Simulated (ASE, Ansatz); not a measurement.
**Generalised stacking fault on (112) of a Nb-Li solid solution (54 atoms): a single point**

Wanted: forces and levels of generalised stacking fault on (112) of a Nb-Li solid solution (54 atoms).

Calculated with Ansatz 0.2.0; Kohn-Sham DFT, r2SCAN, PAW (set soft_2), plane waves.

### Step 1. Set-up

The cell holds 54 atoms: 30 Nb and 24 Li. Its edges and angles: a = 8.820 Å, b = 4.801 Å, c = 25.266 Å, α = 90.0°, β = 84.4°, γ = 90.0°. It derives from Nb and Li. Bcc Nb lattice (a = 3.3949 Å, the value set for the mixture), cell with z along [112], 3 x 1 x 3 periods; the third cell vector is tilted by 0.833 of 1/2<111> (its sense, twinning or antitwinning, isn't checked) and lengthened by 0.2 Å, so the cell holds one fault; displaced by a Gaussian of 0.01 Å; 24 of 54 Nb sites given to Li at random (lattice constant by Vegard's rule between Nb and Li).

Before any run, some limits are plain. The cell is under 6 Å thick along one periodic direction, so every atom has periodic images of itself close by, which move with it and show among its neighbours and in g(r). The host structure and its lattice constant were typed by rule, without a check against the phase diagram.

### Step 2. Plane-wave single point

The electrons are solved once, with the atoms held.

input.yaml

```yaml
crystal:
  lattice:
    - [8.82021, 0.0, 0.0]
    - [0.0, 4.80111, 0.0]
    - [2.45008, 0.0, 25.14732]
  atoms:
    - { symbol: Nb, position: [0.39265, 0.99947, 0.99218] }
    - { symbol: Nb, position: [0.05675, 0.00111, 0.99115] }
    - { symbol: Li, position: [0.7256, 0.00176, 0.9917] }
    - { symbol: Nb, position: [0.7638, 0.49721, 0.05379] }
    - { symbol: Nb, position: [0.42992, 0.50134, 0.05439] }
    - { symbol: Li, position: [0.09664, 0.50079, 0.05474] }
    - { symbol: Li, position: [0.85772, 0.00146, 0.10948] }
    - { symbol: Li, position: [0.52366, 0.00013, 0.11046] }
    - { symbol: Nb, position: [0.19008, 0.99986, 0.11033] }
    - { symbol: Nb, position: [0.62147, 0.49904, 0.16508] }
    - { symbol: Li, position: [0.28999, 0.5014, 0.16508] }
    - { symbol: Li, position: [0.95385, 0.49827, 0.1651] }
    - { symbol: Nb, position: [0.71718, 0.99869, 0.22063] }
    - { symbol: Nb, position: [0.38363, 0.00201, 0.21994] }
    - { symbol: Li, position: [0.04907, 0.99825, 0.21994] }
    - { symbol: Li, position: [0.81277, 0.50004, 0.27551] }
    - { symbol: Li, position: [0.47877, 0.49971, 0.27512] }
    - { symbol: Li, position: [0.14458, 0.50076, 0.27439] }
    - { symbol: Li, position: [0.57461, 0.00071, 0.33064] }
    - { symbol: Li, position: [0.24153, 0.00508, 0.33017] }
    - { symbol: Li, position: [0.90902, 0.99838, 0.3307] }
    - { symbol: Nb, position: [0.67124, 0.50104, 0.38487] }
    - { symbol: Nb, position: [0.33818, 0.49757, 0.3858] }
    - { symbol: Li, position: [0.00249, 0.49898, 0.38556] }
    - { symbol: Nb, position: [0.76696, 0.00098, 0.44071] }
    - { symbol: Nb, position: [0.43271, 0.00081, 0.44102] }
    - { symbol: Li, position: [0.09832, 0.00361, 0.44099] }
    - { symbol: Nb, position: [0.52795, 0.501, 0.49625] }
    - { symbol: Nb, position: [0.19519, 0.4988, 0.49601] }
    - { symbol: Li, position: [0.86095, 0.50142, 0.49596] }
    - { symbol: Nb, position: [0.62486, 0.99869, 0.55094] }
    - { symbol: Nb, position: [0.29016, 0.00473, 0.54988] }
    - { symbol: Nb, position: [0.9579, 0.00037, 0.55086] }
    - { symbol: Nb, position: [0.72073, 0.50211, 0.60604] }
    - { symbol: Li, position: [0.38644, 0.50218, 0.6064] }
    - { symbol: Li, position: [0.05291, 0.50218, 0.60614] }
    - { symbol: Nb, position: [0.48224, 0.99371, 0.6612] }
    - { symbol: Li, position: [0.15028, 0.99922, 0.66148] }
    - { symbol: Li, position: [0.81657, 0.00199, 0.66046] }
    - { symbol: Nb, position: [0.57913, 0.49864, 0.71581] }
    - { symbol: Li, position: [0.24741, 0.50163, 0.71604] }
    - { symbol: Nb, position: [0.91332, 0.50192, 0.71598] }
    - { symbol: Nb, position: [0.67565, 0.99908, 0.77107] }
    - { symbol: Nb, position: [0.34197, 0.99828, 0.77183] }
    - { symbol: Nb, position: [0.00939, 0.00102, 0.77176] }
    - { symbol: Nb, position: [0.43773, 0.50165, 0.82658] }
    - { symbol: Nb, position: [0.10189, 0.50277, 0.82574] }
    - { symbol: Li, position: [0.76995, 0.50352, 0.82697] }
    - { symbol: Nb, position: [0.53149, 0.00143, 0.88108] }
    - { symbol: Nb, position: [0.20026, 0.00151, 0.88147] }
    - { symbol: Nb, position: [0.86435, 0.00062, 0.88076] }
    - { symbol: Nb, position: [0.6287, 0.49809, 0.93645] }
    - { symbol: Li, position: [0.29449, 0.50147, 0.93643] }
    - { symbol: Li, position: [0.96203, 0.50072, 0.93671] }
kpoints:
  mp_grid: { grid: [2, 4, 1] }
hamiltonian:
  xc: r2scan
scf:
  occupations: { method: fermi_dirac, width: 0.1 }
output:
  forces: true
  stress: true
  populations: true
  dos:
    method: { smearing: { sigma: 0.1 } }
    de: 0.1
    projected: { site_lists: { Li: [Li], Nb: [Nb] } }
  eigenvalues: true
  write_density: true
  write_potential: true
  volumetric_format: npy
```

Run with:

```console
$ ansatz run input.yaml --threads 8 --pin off --max-ram 15872MiB --backend cpu --events-out ev --progress --plain --runs-dir out
```

Output:

```text
Engine: ansatz 0.2.0, aarch64-unknown-linux-gnu
Pseudopotentials: kind: paw
Pseudopotential: Nb, paw, valence charge 13, recommended cutoff 500 eV (meta_gga), Nb.paw.azcp
Pseudopotential: Li, paw, valence charge 3, recommended cutoff 500 eV (meta_gga), Li.paw.azcp
[... 6 lines on functional and potentials left out ...]
Crystal: 54 atoms, lattice volume = 1064.908 Å³
Basis set: ecut = 500 eV, 27051 PW (Γ), exchange–correlation on 288×144×768 points (64 copies of the dense FFT grid, shifted against one another)
Bands: 285, of which v1, the nominal top of the filled ones, is band 231 counted from 1 (230 counted from 0)
Symmetry: 1 space group operations
Space group: P1 (ITA 1), of the structure as read, at distance tolerance 1.0e-4 Å
k-points: 6 of 8 (time reversal used)
[... 6 lines on functional and potentials left out ...]
Initial density: superposition of atomic densities (neutral atoms: chi_scale 0, normalization atom), corrected by the library's trained network
Initial wavefunctions: pseudopotential atomic-orbital guess
Functional: x = r2scan, c = r2scan; τ floored in thin density (d = 2e-4 eV/Å³)
SCF iter   1: F=—  HF=-141801.248143 eV  |F-HF|=—  |Δ(HF+E_count)|=         —  Δρ=1.21e-2  dr2=4.64e1  dr2_τ=4.69e-1  ethr=1.77e-3  ⟨swp⟩=10.5  Hψ=7941  notcnv=0
preconditioner: auto → Kerker (q_TF=auto, 2.374 Å⁻¹)  [metal: Δε(μ)=0.003 eV  Ē_g=2.705 eV  σ=0.100 eV  W_gap=0.01  n_scr=236 (ndim 8)  ℏωp=15.0 eV  f_vac=0.000  D(μ)=60.27/eV (n_scr^D=608)]
SCF iter   2: F=—  HF=-141801.268600 eV  |F-HF|=—  |Δ(HF+E_count)|=   2.05e-2  Δρ=8.49e-3  dr2=1.08e1  dr2_τ=3.42e-1  ethr=1.77e-3  ⟨swp⟩=2.7  Hψ=2150  notcnv=0
SCF iter   3: F=—  HF=-141801.213230 eV  |F-HF|=—  |Δ(HF+E_count)|=   5.54e-2  Δρ=3.80e-3  dr2=1.75e0  dr2_τ=1.94e-2  ethr=1.77e-3  ⟨swp⟩=1.0  Hψ=1710  notcnv=0
SCF iter   4: F=—  HF=-141801.228514 eV  |F-HF|=—  |Δ(HF+E_count)|=   1.53e-2  Δρ=3.43e-3  dr2=8.11e-1  dr2_τ=3.50e-2  ethr=3.78e-4  ⟨swp⟩=1.0  Hψ=1710  notcnv=0
SCF iter   5: F=—  HF=-141801.208663 eV  |F-HF|=—  |Δ(HF+E_count)|=   1.99e-2  Δρ=9.25e-4  dr2=9.11e-2  dr2_τ=2.87e-3  ethr=1.76e-4  ⟨swp⟩=1.0  Hψ=1710  notcnv=0
SCF iter   6: F=—  HF=-141801.209469 eV  |F-HF|=—  |Δ(HF+E_count)|=   8.07e-4  Δρ=6.53e-4  dr2=1.63e-2  dr2_τ=1.37e-3  ethr=1.97e-5  ⟨swp⟩=1.0  Hψ=1710  notcnv=0
SCF iter   7: F=—  HF=-141801.209413 eV  |F-HF|=—  |Δ(HF+E_count)|=   5.61e-5  Δρ=2.95e-4  dr2=3.99e-3  dr2_τ=2.51e-4  ethr=3.52e-6  ⟨swp⟩=2.0  Hψ=1950  notcnv=0
SCF iter   8: F=—  HF=-141801.209497 eV  |F-HF|=—  |Δ(HF+E_count)|=   8.39e-5  Δρ=1.75e-4  dr2=2.50e-3  dr2_τ=4.85e-5  ethr=8.63e-7  ⟨swp⟩=1.0  Hψ=1710  notcnv=0
SCF iter   9: F=—  HF=-141801.209564 eV  |F-HF|=—  |Δ(HF+E_count)|=   6.72e-5  Δρ=1.37e-4  dr2=1.45e-3  dr2_τ=7.08e-5  ethr=5.41e-7  ⟨swp⟩=1.5  Hψ=1742  notcnv=0
SCF iter  10: F=—  HF=-141801.209540 eV  |F-HF|=—  |Δ(HF+E_count)|=   2.40e-5  Δρ=5.20e-5  dr2=1.97e-4  dr2_τ=1.30e-5  ethr=3.15e-7  ⟨swp⟩=1.2  Hψ=1744  notcnv=0
SCF iter  11: F=—  HF=-141801.209540 eV  |F-HF|=—  |Δ(HF+E_count)|=   7.46e-7  Δρ=3.01e-5  dr2=1.68e-5  dr2_τ=6.83e-7  ethr=4.26e-8  ⟨swp⟩=1.0  Hψ=1710  notcnv=0
SCF iter  12: F=—  HF=-141801.211048 eV  |F-HF|=—  |Δ(HF+E_count)|=   1.51e-3  Δρ=1.89e-5  dr2=1.11e-5  dr2_τ=8.47e-7  ethr=3.63e-9  ⟨swp⟩=2.0  Hψ=2201  notcnv=0
SCF iter  13: F=—  HF=-141801.211049 eV  |F-HF|=—  |Δ(HF+E_count)|=   5.61e-7  Δρ=8.21e-6  dr2=7.05e-6  dr2_τ=1.80e-7  ethr=2.41e-9  ⟨swp⟩=2.0  Hψ=2207  notcnv=0
SCF iter  14: F=—  HF=-141801.211049 eV  |F-HF|=—  |Δ(HF+E_count)|=   2.95e-8  Δρ=4.95e-6  dr2=1.09e-6  dr2_τ=8.00e-8  ethr=1.53e-9  ⟨swp⟩=1.0  Hψ=1753  notcnv=0
SCF iter  15: F=—  HF=-141801.211049 eV  |F-HF|=—  |Δ(HF+E_count)|=   4.38e-8  Δρ=2.98e-6  dr2=4.50e-7  dr2_τ=1.94e-8  ethr=2.35e-10  ⟨swp⟩=1.3  Hψ=1719  notcnv=0
SCF iter  16: F=—  HF=-141801.211049 eV  |F-HF|=—  |Δ(HF+E_count)|=   2.29e-8  Δρ=2.41e-6  dr2=2.46e-7  dr2_τ=1.58e-8  ethr=9.74e-11  ⟨swp⟩=2.0  Hψ=1878  notcnv=0
SCF iter  17: F=-141801.211049 eV  HF=-141801.211049 eV  |F-HF|=1.80e-8  |Δ(HF+E_count)|=   1.83e-9  Δρ=1.11e-6  dr2=3.33e-8  dr2_τ=2.30e-9  ethr=2.16e-11  ⟨swp⟩=9.3  Hψ=9444  notcnv=0
SCF 1 converged in 17 iterations: F = -141801.211049 eV  dr2 = 3.33e-8
  greatest PAW one-centre occupation: 1.000 electrons in one spin orbital (limit 2), on the Nb atom at site 48 (counted from 0), in its partial waves of l = 0
SCF converged after 17 iterations
Free energy (F): -141801.211049 eV
Harris-Foulkes:  -141801.211049 eV  (|F-HF|=1.80e-8)
Internal energy: -141799.230784 eV  (E = F + TS)
E sigma→0 (E₀):  -141800.220916 eV
Entropy (-TS):   -1.980265 eV (-36.672 meV/atom)
Fermi energy:    9.191238 eV
--- Per-component energies (eV) ---
  E_band       = -7392.465678
  E_kinetic    = 12164.552377
  E_local      = -53346.709126  (includes V_loc(G=0)·N_el)
  E_nonlocal   = 2804.520574
  E_hartree    = 20732.313961
  E_xc         = -5245.514538
  E_vxc        = -7323.679981  (∫ρ·V_xc dr)
  E_paw        = -93227.054057  (= ΣΔE_a)
  E_vpaw       = -3620.339108  (= ΣTr[D̂ρ^β])
  E_aug_tail   = -0.002348  (compensation charges beyond the density's cutoff)
  E_vtau       = 464.561748  (kinetic-family band-sum trace: ∫τ·v_τ [+ j·A + Jᵃ·Aᵃ] dr)
  E_ewald      = -25675.564707
  E_core_change = -5.772921  (= ΣΔE_core)
  E_smearing   = -1.980265  (= −TS)
  E_closure    = -0.000000  (closes the sum)
  Σ components = -141801.211049   (vs F -141801.211049, Δ=0.00e0)
--- Forces (eV/Å), atoms counted from 1 ---
  atom   1  Nb    -0.49391544     0.04029781     0.31540130
  atom   2  Nb     0.53844931    -0.01004823     0.28358411
  atom   3  Li    -0.20041114    -0.06712839     0.08970967
  atom   4  Nb    -1.05372342     0.08555475    -0.23308588
  atom   5  Nb     0.72626727    -0.03972774    -0.30821580
  atom   6  Li     0.12662660    -0.00412406    -0.08650949
  atom   7  Li    -0.14017294    -0.04164488     0.00275428
  atom   8  Li     0.34590243     0.00222098    -0.25492278
  atom   9  Nb     1.45037357     0.01941810    -1.50606226
  atom  10  Nb    -0.35201404    -0.01233551     0.11498619
  atom  11  Li    -0.27109460    -0.00459514     0.10617611
  atom  12  Li     0.02794379     0.01059063    -0.16290486
  atom  13  Nb    -2.17703522     0.01683298    -1.12098495
  atom  14  Nb     1.89098191    -0.01256141    -1.28019077
[...]
atom  53  Li    -0.19386853    -0.01295830     0.30342271
  atom  54  Li     0.13042411     0.00211799     0.14350803
  max |Σ_I F_I| component: 1.86e-5 eV/Å
--- Stress (GPa, compression-positive) ---
      -11.763400       0.032715       0.322425
        0.032715      -9.796518       0.041792
        0.322425       0.041792     -10.841404
  P = ⅓ Tr σ = -10.8004 GPa (-108.004 kbar)
--- Band table (eV; the first three rows and the last of 6) ---
  k-point 0: bands = ["-47.8297", "-47.7010", "-47.6436", "-47.6310", [... 269 levels ...], "11.0999", "11.1355", "11.1791", "11.2890", "11.3303", "11.3512", "11.4007", "11.4454", "11.4903", "11.5321", "11.6091", "11.6934"]
[...]
--- Löwdin populations: 54 sites ---
  site symbol       q [e]
     0     Nb     13.0275
     1     Nb     13.1951
     2     Li      2.6312
[...]
53     Li      2.6509
  spilling = 0.008918 (of n_electrons = 462.000000)
```

Run time: 1.9 min. Hardware: 8 threads of Arm Neoverse V2, shared host; peak memory 8.6 GiB; 15 min of CPU time.

Numbers from this run:

```yaml
free_energy: -141801.2110 eV
free_energy_per_atom: -2625.9484 eV/atom
scf_cycles: 17
pressure: -10.8 GPa
r_m_s_force_component: 0.5048 eV/Å
longest_force: 2.571 eV/Å
fermi_energy: 9.191 eV
levels_partly_filled_by_over_2_per_cent: 130
spilling_of_the_projection: 0.008918
```

Length of the force by element:

| element | coordination | atoms | mean length of the force (eV/Å) | spread | least | most |
| --- | --- | --- | --- | --- | --- | --- |
| Li | all | 24 | 0.227 | 0.0957 | 0.0744 | 0.430 |
| Nb | all | 30 | 0.904 | 0.714 | 0.141 | 2.57 |

Density of states as counts of states in windows of 1 eV (from the Fermi level), total and the larger projections:

| from (eV) | to (eV) | total | Nb d | Nb s | Li s |
| --- | --- | --- | --- | --- | --- |
| -18 | -6 | 0.0 | 0.0 | 0.0 | 0.0 |
| -6 | -5 | 0.9 | 0.0 | 0.7 | 0.2 |
| -5 | -4 | 5.2 | 0.2 | 3.7 | 1.2 |
| -4 | -3 | 12.5 | 2.7 | 7.0 | 2.6 |
| -3 | -2 | 34.5 | 22.9 | 6.7 | 4.2 |
| -2 | -1 | 58.4 | 49.0 | 3.8 | 4.1 |
| -1 | 0 | 64.8 | 55.1 | 3.0 | 3.5 |
| 0 | 1 | 49.2 | 38.8 | 2.7 | 2.7 |

About 286 of the 462 electrons lie in deeper levels, below the stored range.

The levels nearest the highest filled one (over half full), pooled over k-points and spins:

| level less the highest filled one (eV) | occupation |
| --- | --- |
| -0.0135 | 1.11 |
| -0.0064 | 1.08 |
| -0.0049 | 1.07 |
| -0.0022 | 1.06 |
| -9.0e-4 | 1.05 |
| 0 | 1.04 |
| 0.0158 | 0.966 |
| 0.0232 | 0.929 |
| 0.0249 | 0.921 |
| 0.0304 | 0.893 |
| 0.0366 | 0.863 |
| 0.039 | 0.851 |

Valence density in the ca plane at fractional y = 0.000, with atoms of Nb and Li within 0.2 Å of it. It is the smooth field of the valence electrons, not physical close to the nuclei.

Ten even steps from '0' (0.0 e/Å³) to '9' (7.4 e/Å³), each cell a mean:
```
00000000000366520000000000146520000110000012
00000000000266510000000000012210002442000000
00000000000123200000000000000000014664100000
00002320000000000001640000000000014665100000
00015652000000000001860000000000002442000000
00025663000000000000110000022100000110000015
00013652000011000000000000256410000000000029
00001210000255300000000000366620000000000002
00000000000366520000000000156520000110000000
00000000000266520000000000012200002442000000
00000000000023210002431000000000014664100000
00002320000000000015663000000000003665100000
00015652000000000015664100000000001443000023
00025663000000000002553000022100000110000156
00013652000011000000110000256410000000000156
00001220000255300000000000266630000000000135
00000000001466510000000000146520000110000011
00000000000366510000000000012210002552000000
00000000000134200000000000000000014664100000
00000000000001000001640000000000003665100000
00001520000000000001760000000000001442000023
00002950000000000000110000022100000110000156
00000310000011100000000000256410000000000256
00000000000255310000000000266630000000000146
```
Columns run along c (16.0 Å, from fractional 0.37 to 1.00 of the cell), rows up along a (8.8 Å). Atoms in or near the plane, at fractional coordinates: Nb at (0.99, 0.39), Nb at (0.99, 0.06), Li at (0.99, 0.73), Nb at (0.44, 0.77), Nb at (0.44, 0.43), Li at (0.44, 0.10), Nb at (0.55, 0.62), Nb at (0.55, 0.29), Nb at (0.55, 0.96), Nb at (0.66, 0.48), Li at (0.66, 0.15), Li at (0.66, 0.82), Nb at (0.77, 0.68), Nb at (0.77, 0.34) and more.

Electrostatic potential energy in the ca plane at fractional y = 0.000, with atoms of Nb and Li within 0.2 Å of it. With pseudopotentials it is smooth inside the atoms' cores, unlike the true potential.

Ten even steps from '0' (-77 eV) to '9' (12 eV), each cell a mean:
```
99999999998400168999999999620258998778999875
99999999998510268999999999865579985235899998
99998889999754579998889999998899973003799999
99975457999987899997668999999999973002799999
99862015899999999997568999988999986325899998
99861004899999999998778999755689998778999976
99973125899866799999999998521269999999999975
99997667998521479999999998400158999999999987
99999999998400169999999999620258998778999999
99999999998510268998789999865579985335899999
99998889999754579985346999988899973003799999
99975457999988899972004799999999973002799988
99862015899999999972003799988999986335899754
99861004899999999985225899765689998778998620
99973125899866799998667998521269999999998610
99987567998522479999999998510048999999999741
99999889997300269999999999620258998778999976
99999999998410269999999999865579985225899999
99999999999743579998889999988899973002799999
99999899999987899997668999999999973002799988
99997679999999999997568999988999986335899754
99997568999999999998778999755689998778998620
99998778999866799999999998521269999999998510
99999999998521479999999998510048999999999731
```
Columns run along c (16.0 Å, from fractional 0.37 to 1.00 of the cell; values clipped at the 3rd and 97th percentile), rows up along a (8.8 Å). Atoms in or near the plane, at fractional coordinates: Nb at (0.99, 0.39), Nb at (0.99, 0.06), Li at (0.99, 0.73), Nb at (0.44, 0.77), Nb at (0.44, 0.43), Li at (0.44, 0.10), Nb at (0.55, 0.62), Nb at (0.55, 0.29), Nb at (0.55, 0.96), Nb at (0.66, 0.48), Li at (0.66, 0.15), Li at (0.66, 0.82), Nb at (0.77, 0.68), Nb at (0.77, 0.34) and more.

Within 0.4 eV of the Fermi level the largest share is Nb d (87 % of the projected weight).

### Step 3. Distances and neighbours

These statistics describe the geometry on which the runs were made.

Density 4.61 g/cm³, 19.72 Å³ an atom.

g(r), total and by pair (bins of 0.2 Å):

| r (Å) | total | Nb-Nb | Nb-Li | Li-Li |
| --- | --- | --- | --- | --- |
| 2.80 | 0.11 | 0.23 | 0.07 | 0.00 |
| 3.00 | 7.00 | 6.65 | 7.30 | 6.65 |
| 3.20 | 0.05 | 0.00 | 0.06 | 0.14 |
| 3.40 | 4.05 | 4.43 | 3.53 | 4.76 |
| 3.60 | 0.00 | 0.00 | 0.00 | 0.00 |
| 3.80 | 0.12 | 0.13 | 0.17 | 0.00 |
| 4.00 | 0.00 | 0.00 | 0.00 | 0.00 |
| 4.20 | 0.00 | 0.00 | 0.00 | 0.00 |
| 4.40 | 0.09 | 0.19 | 0.00 | 0.15 |
| 4.60 | 0.00 | 0.00 | 0.00 | 0.00 |
| 4.80 | 3.70 | 4.53 | 2.66 | 5.02 |
| 5.00 | 0.21 | 0.15 | 0.28 | 0.12 |
| 5.20 | 0.02 | 0.00 | 0.04 | 0.00 |
| 5.40 | 0.10 | 0.00 | 0.21 | 0.00 |
| 5.60 | 5.46 | 5.30 | 5.68 | 5.21 |
| 5.80 | 1.82 | 1.92 | 1.70 | 2.01 |
| 6.00 | 0.26 | 0.34 | 0.18 | 0.33 |
| 6.20 | 0.12 | 0.12 | 0.12 | 0.12 |
| 6.40 | 0.00 | 0.00 | 0.00 | 0.00 |
| 6.60 | 0.05 | 0.04 | 0.04 | 0.07 |
| 6.80 | 0.90 | 0.90 | 0.93 | 0.83 |
| 7.00 | 0.04 | 0.04 | 0.05 | 0.00 |
| 7.20 | 0.14 | 0.00 | 0.28 | 0.00 |
| 7.40 | 3.09 | 3.15 | 3.03 | 3.17 |
| 7.60 | 3.17 | 3.13 | 3.18 | 3.19 |
| 7.80 | 0.20 | 0.20 | 0.23 | 0.12 |

A closer look about Nb23, which bears the longest force: 15 atoms, nearest first, numbered in the order of the input, with positions taken from that point.

| atom | x | y | z | distance (Å) | Fx | Fy | Fz (eV/Å) |
| --- | --- | --- | --- | --- | --- | --- | --- |
| Nb23 | 0.00 | 0.00 | 0.00 | 0.00 | 1.77 | 0.09 | 1.87 |
| Li20 | -0.99 | -2.36 | -1.40 | 2.92 | 0.02 | -0.08 | 0.17 |
| Nb26 | 0.97 | -2.38 | 1.39 | 2.92 | 0.23 | 0.00 | 0.28 |
| Nb22 | 2.94 | 0.02 | -0.02 | 2.94 | -1.44 | -0.02 | 1.60 |
| Nb29 | -0.99 | 0.01 | 2.77 | 2.94 | 0.71 | 0.02 | -0.40 |
| Li17 | 0.97 | 0.01 | -2.78 | 2.95 | 0.24 | 0.02 | 0.01 |
| Nb26 | 0.97 | 2.42 | 1.39 | 2.95 | 0.23 | 0.00 | 0.28 |
| Li24 | -2.96 | 0.01 | -0.01 | 2.96 | -0.04 | 0.02 | 0.24 |
| Li20 | -0.99 | 2.44 | -1.40 | 2.98 | 0.02 | -0.08 | 0.17 |
| Li19 | 1.95 | -2.39 | -1.39 | 3.38 | -0.21 | 0.00 | 0.09 |
| Li27 | -1.98 | -2.37 | 1.39 | 3.39 | 0.35 | -0.05 | -0.12 |
| Nb28 | 1.94 | 0.02 | 2.78 | 3.39 | -0.27 | -0.02 | -0.93 |
| Li19 | 1.95 | 2.42 | -1.39 | 3.40 | -0.21 | 0.00 | 0.09 |
| Li27 | -1.98 | 2.43 | 1.39 | 3.43 | 0.35 | -0.05 | -0.12 |
| Li18 | -1.98 | 0.02 | -2.80 | 3.43 | 0.17 | 0.00 | -0.12 |

### Step 4. Outcome

```json
{
  "free energy per atom": "-2625.9484 eV/atom",
  "density": "4.606 g/cm³",
  "pressure": "-10.8 GPa",
  "r.m.s. force component": "0.5048 eV/Å",
  "wall time of the 1 DFT run": "1.9 min"
}
```

**Reading.** 130 levels are partly filled, by over 2 % (on the run's k-points), as in a metal.

What to keep in mind: The geometry was built by rule, was displaced at random and isn't relaxed at this level: its force components are 0.50 eV/Å r.m.s. The pressure of -11 GPa shows the cell to be stretched for this functional.

[Logs are printed without paths, hosts, clocks, repeated set-up lines and the standing remarks that a program may print on its own settings, such as how far it seeks lower states.]

[Hosts, paths, dates, database ids (printed as entryN), source tags and the programs' standing remarks are cut or masked in the printed files.]
